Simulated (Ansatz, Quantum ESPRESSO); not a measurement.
# CdSi3 (Pm-3m): zone-centre phonons, part 3 of 3

Which modes does CdSi3 (Pm-3m) have at the zone centre?

Quantum ESPRESSO 7.5; DFT PBEsol, scalar-relativistic, plane waves, GBRV ultrasoft pseudopotentials.

So far, highest optical zone-centre mode (no LO-TO term) (cm⁻¹): step 6 (zone-centre analysis) 210; step 7 (ASR crystal) 210.

The structure was built from a prototype and need not be the compound's stable phase.

### Step 9. The same in Ansatz

The same cell goes through another code, with its own cutoff. It uses its own PAW datasets, so the potentials differ. Its k mesh is centred on Γ.

This step: DFT PBEsol, scalar-relativistic, plane waves, PAW (Ansatz 0.2.0).

Input file input.yaml:

```yaml
crystal:
  lattice:
    - [4.0693109204, 0.0, 0.0]
    - [0.0, 4.0693109204, 0.0]
    - [0.0, 0.0, 4.0693109204]
  atoms:
    - { symbol: Cd, position: [0.0, 0.0, 0.0] }
    - { symbol: Si, position: [0.0, 0.5, 0.5] }
    - { symbol: Si, position: [0.5, 0.0, 0.5] }
    - { symbol: Si, position: [0.5, 0.5, 0.0] }
kpoints:
  mp_grid: { grid: [8, 8, 8] }
hamiltonian:
  xc: pbesol
scf:
  occupations: { method: cold, width: 0.27211 }
output:
  eigenvalues: true
phonons:
  method: dfpt
```

Run with:

```bash
$ ansatz run input.yaml --threads 4 --pin off --max-ram 8192MiB --backend cpu --events-out ev --progress --plain --runs-dir out
```

Numbers of over 12 decimals in the logs are rounded to 6 here.

The log of the run:

```text
zone centre: on kpoints.mp_grid the ground state, and the responses unless they are solved on pairs of k-points, stand on 125 of the mesh's 512 k-points, reduced under 8 symmetry operations, with k and −k counted as one. Each operation leaves every solved displacement unchanged or reverses it
Engine: ansatz 0.2.0, aarch64-unknown-linux-gnu
Pseudopotentials: kind: paw
Pseudopotential: Cd, paw, valence charge 20, recommended cutoff 420 eV (normal), Cd.paw.azcp
Pseudopotential: Si, paw, valence charge 4, recommended cutoff 420 eV (normal), Si.paw.azcp
Functional definition: PBEsol
  exchange = pbesol_x
  correlation = pbesol_c
Crystal: 4 atoms, lattice volume = 67.385 Å³
Basis set: ecut = 420 eV, 1357 PW (Γ), exchange–correlation on 60×60×60 points (8 copies of the dense FFT grid, shifted against one another)
Bands: 20, of which v1, the nominal top of the filled ones, is band 16 counted from 1 (15 counted from 0)
Symmetry: 48 space group operations
k-points: 125 of 512 (irreducible under 8 space group operations)
Non-local potential: Cd, projectors of the file, l = 0: 3, l = 1: 2, l = 2: 2, l = 3: 1
Non-local potential: Si, projectors of the file, l = 0: 2, l = 1: 2, l = 2: 2
PAW form: soft (Blöchl's): semilocal exchange-correlation on the pseudo side does not see the compensation charge
PAW frozen core: Cd, regenerated for the run's functional, and the local potential with it (the file was generated under x = pbe(κ = 0.804, μ = 0.219515), c = pbe(β = 0.066725))
PAW frozen core: Si, regenerated for the run's functional, and the local potential with it (the file was generated under x = pbe(κ = 0.804, μ = 0.219515), c = pbe(β = 0.066725))
PAW one-centre angular grid: Cd, 590 points (default); XC on 64 Gauss nodes
PAW one-centre angular grid: Si, 110 points (default); XC on 64 Gauss nodes
Initial density: superposition of atomic densities (neutral atoms: chi_scale 0, normalization atom), corrected by the library's trained network
Initial wavefunctions: pseudopotential atomic-orbital guess
Functional: x = pbesol(κ = 0.804, μ = 0.123457), c = pbesol(β = 0.046)
SCF iter   1: F=—  HF=-10046.443984 eV  |F-HF|=—  |Δ(HF+E_count)|=         —  Δρ=3.56e-3  dr2=8.06e-3  ethr=1.77e-3  ⟨swp⟩=5.3  Hψ=11224  notcnv=0
preconditioner: auto → Kerker (q_TF=auto, 2.410 Å⁻¹)  [metal: Δε(μ)=0.062 eV  Ē_g=8.971 eV  σ=0.272 eV  W_gap=0.14  n_scr=18 (ndim 8)  ℏωp=22.2 eV  f_vac=0.000  D(μ)=1.53/eV (n_scr^D=6)]
SCF iter   2: F=—  HF=-10046.443292 eV  |F-HF|=—  |Δ(HF+E_count)|=   6.92e-4  S|Δr|=    0.00e0  Δρ=2.03e-3  dr2=3.27e-3  ethr=2.52e-5  ⟨swp⟩=2.6  Hψ=4528  notcnv=0
SCF iter   3: F=—  HF=-10046.442193 eV  |F-HF|=—  |Δ(HF+E_count)|=   1.10e-3  S|Δr|=    0.00e0  Δρ=4.31e-4  dr2=9.90e-5  ethr=1.02e-5  ⟨swp⟩=2.1  Hψ=3508  notcnv=0
SCF iter   4: F=—  HF=-10046.442152 eV  |F-HF|=—  |Δ(HF+E_count)|=   4.11e-5  S|Δr|=    0.00e0  Δρ=8.72e-5  dr2=3.42e-6  ethr=3.09e-7  ⟨swp⟩=2.2  Hψ=4414  notcnv=0
SCF iter   5: F=—  HF=-10046.442142 eV  |F-HF|=—  |Δ(HF+E_count)|=   9.54e-6  S|Δr|=    0.00e0  Δρ=1.47e-5  dr2=9.65e-8  ethr=1.07e-8  ⟨swp⟩=2.1  Hψ=3901  notcnv=0
SCF iter   6: F=—  HF=-10046.442142 eV  |F-HF|=—  |Δ(HF+E_count)|=   7.31e-9  S|Δr|=    0.00e0  Δρ=3.24e-6  dr2=6.16e-9  ethr=3.02e-10  ⟨swp⟩=2.9  Hψ=4296  notcnv=0
SCF iter   7: F=—  HF=-10046.442142 eV  |F-HF|=—  |Δ(HF+E_count)|=  1.51e-10  S|Δr|=    0.00e0  Δρ=7.95e-7  dr2=4.09e-10  ethr=1.93e-11  ⟨swp⟩=2.2  Hψ=4503  notcnv=0
SCF iter   8: F=—  HF=-10046.442142 eV  |F-HF|=—  |Δ(HF+E_count)|=  8.00e-11  S|Δr|=    0.00e0  Δρ=1.01e-7  dr2=1.05e-11  ethr=1.28e-12  ⟨swp⟩=3.0  Hψ=5070  notcnv=0
SCF iter   9: F=-10046.442142 eV  HF=-10046.442142 eV  |F-HF|=0.00e0  |Δ(HF+E_count)|=  5.46e-12  S|Δr|=    0.00e0  Δρ=2.18e-8  dr2=4.59e-13  ethr=1.00e-12  ⟨swp⟩=4.9  Hψ=9398  notcnv=0
SCF 1 converged in 9 iterations: F = -10046.442142 eV  dr2 = 4.59e-13
  greatest PAW one-centre occupation: 1.000 electrons in one spin orbital (limit 2), on the Cd atom at site 0 (counted from 0), in its partial waves of l = 0
DFPT response loops at Γ: preconditioner auto → Kerker (q_TF=auto, 2.410 Å⁻¹) (partly filled bands, converged f_vac=0.000); β = 1.00, the filter's whole step (`scf.mixing.beta` (0.50) is not read by the response loops under this deck's `scf.mixing.preconditioner`; to damp them name `kerker` or `kerker_dos`, under which they read `scf.mixing.beta`, and type it under 1.00, their step now; both keys bind the ground state too); Broyden in place of MSR1
SCF converged after 9 iterations
Stability not checked: this state was not tested for a lower state beside it, because cold or Methfessel-Paxton smearing, or corrected tetrahedra, fill the levels in a way that the test cannot read (fill_not_monotonic; see scf.lower_state_search)
Free energy (F): -10046.442142 eV
Harris-Foulkes:  -10046.442142 eV  (|F-HF|=0.00e0)
Internal energy: -10046.445612 eV  (E = F + TS)
E sigma→0 (E₀):  -10046.443299 eV
Entropy (-TS):   0.003470 eV (0.868 meV/atom)
Fermi energy:    11.478422 eV
Step filling:    the computed levels leave a gap of 0.0000 eV = 0.0 smearing widths at the electron count; against every level under it full and every level over it empty, smearing changes F+E_penalty+E_count by -4.266 meV and its σ→0 estimate by -5.422 meV
--- Per-component energies (eV) ---
  E_band       = -385.444654
  E_kinetic    = 623.094113
  E_local      = -3968.598361  (includes V_loc(G=0)·N_el)
  E_nonlocal   = 112.561621
  E_hartree    = 1876.748733
  E_xc         = -341.342554
  E_vxc        = -363.723588  (∫ρ·V_xc dr)
  E_paw        = -5506.718306  (= ΣΔE_a)
  E_vpaw       = -542.275979  (= ΣTr[D̂ρ^β])
  E_aug_tail   = 0.000030  (compensation charges beyond the density's cutoff)
  E_ewald      = -2842.627530
  E_core_change = 0.436642  (= ΣΔE_core)
  E_smearing   = 0.003470  (= −TS)
  E_closure    = -0.000000  (closes the sum)
  Σ components = -10046.442142   (vs F -10046.442142, Δ=0.00e0)
--- Band table (eV; the first three rows and the last of 125) ---
  k-point 0: bands = [... 12 lower, 7.2880, 7.7284, 7.7284, 10.0805, 13.9442, 13.9442, 13.9442, 16.2911]
  k-point 1: bands = [... 12 lower, 7.4583, 7.7533, 8.8437, 10.8876, 13.4900, 13.5246, 13.5246, 15.3357]
  k-point 2: bands = [... 12 lower, 7.9488, 7.9488, 9.5002, 12.3160, 12.3160, 12.6539, 12.9657, 13.7765]
  k-point 124: bands = [... 12 lower, 5.4162, 6.0830, 6.0830, 6.0830, 8.1132, 18.4375, 18.4375, 18.4375]
--- Phonons (Γ-DFPT): 3 representative perturbations + reference, on 125 of 512 k-points (Σ response iterations 9) ---
  k mesh reduced under 8 symmetry operations, with k and −k counted as one. Each operation leaves every solved displacement unchanged or reverses it
  ASR residual: 3.530e-5 → 0.000e0 eV/Å²; symmetrization residual: 6.189e-6 eV/Å²
  ASR residual per site (eV/Å²): 3.53e-5 1.48e-5 1.48e-5 1.48e-5
  Γ frequencies (cm⁻¹): -169.74 -169.74 -169.74 -83.41 -83.41 -83.41 0.00 0.00 0.00 207.90 207.90 207.90
  non-analytic LO–TO correction: not included (Born effective charges unavailable; polar crystals: no LO–TO splitting at Γ)
```

Wall time 18 s (4 threads of Arm Neoverse V1, shared host); peak memory 0.81 GiB; 66 s of CPU time.

Read from the output:

- sum-rule residual before enforcement: 3.53e-5 eV/Å²
- highest optical zone-centre mode (no LO-TO term): 207.9 cm⁻¹
- lowest optical zone-centre mode: -169.7 cm⁻¹

### Step 10. Side by side: QE GBRV and Ansatz, PAW

Numbers from this step:

| Item | Value |
| --- | --- |
| root-mean-square difference | 1.73 cm⁻¹ |
| largest difference | 2 cm⁻¹ |

Frequencies side by side, by row:

```csv
q (reciprocal lattice),mode,QE GBRV (cm⁻¹),"Ansatz, PAW (cm⁻¹)"
0 0 0,1,-171.6,-169.7
0 0 0,2,-171.6,-169.7
0 0 0,3,-171.6,-169.7
0 0 0,4,-82.21,-83.41
0 0 0,5,-82.21,-83.41
0 0 0,6,-82.21,-83.41
0 0 0,7,0,0
0 0 0,8,0,0
0 0 0,9,0,0
0 0 0,10,209.9,207.9
0 0 0,11,209.9,207.9
0 0 0,12,209.9,207.9
```

At the zone centre the largest difference (acoustic modes at Γ apart) is 1.0 % of the highest mode.

### Step 11. Outcome

- space group after relaxation: Pm-3m
- volume per atom: 16.8 Å³
- highest optical zone-centre mode (no LO-TO term): 209.9 cm⁻¹
- lowest optical zone-centre mode: -171.6 cm⁻¹
- imaginary optical modes at the zone centre (no q mesh in this session): yes
- largest difference from Ansatz, PAW: 2 cm⁻¹

What this shows: At the PBEsol level the optical modes of CdSi3 (Pm-3m) at the zone centre run from 172i to 210 cm⁻¹, so the structure is a saddle point, with 6 modes beyond 10i cm⁻¹ there. Of the 9 optical modes, 6 are infrared active alone and 3 are silent. QE GBRV and Ansatz, PAW differ by 1.7 cm⁻¹ in the root mean square and by 2.0 cm⁻¹ at most, 1.0 % of the highest mode compared (acoustic modes at Γ left out); the two use different potentials, and the cell was not relaxed for the second set. These are harmonic frequencies at zero temperature: anharmonic shifts and linewidths and thermal expansion are left out. In a metal the frequencies hang on the k mesh and the smearing, most of all near Kohn anomalies. The structure is a hypothetical one, built on a prototype.

[Host names and launcher messages were left out of these logs when they were recorded.]

[Logs are printed without paths, hosts, clocks, repeated set-up lines and the standing remarks that a program may print on its own settings, such as how far it seeks lower states.]

[Hosts, paths, dates, database ids (printed as entryN), source tags and the programs' standing remarks are cut or masked in the printed files.]
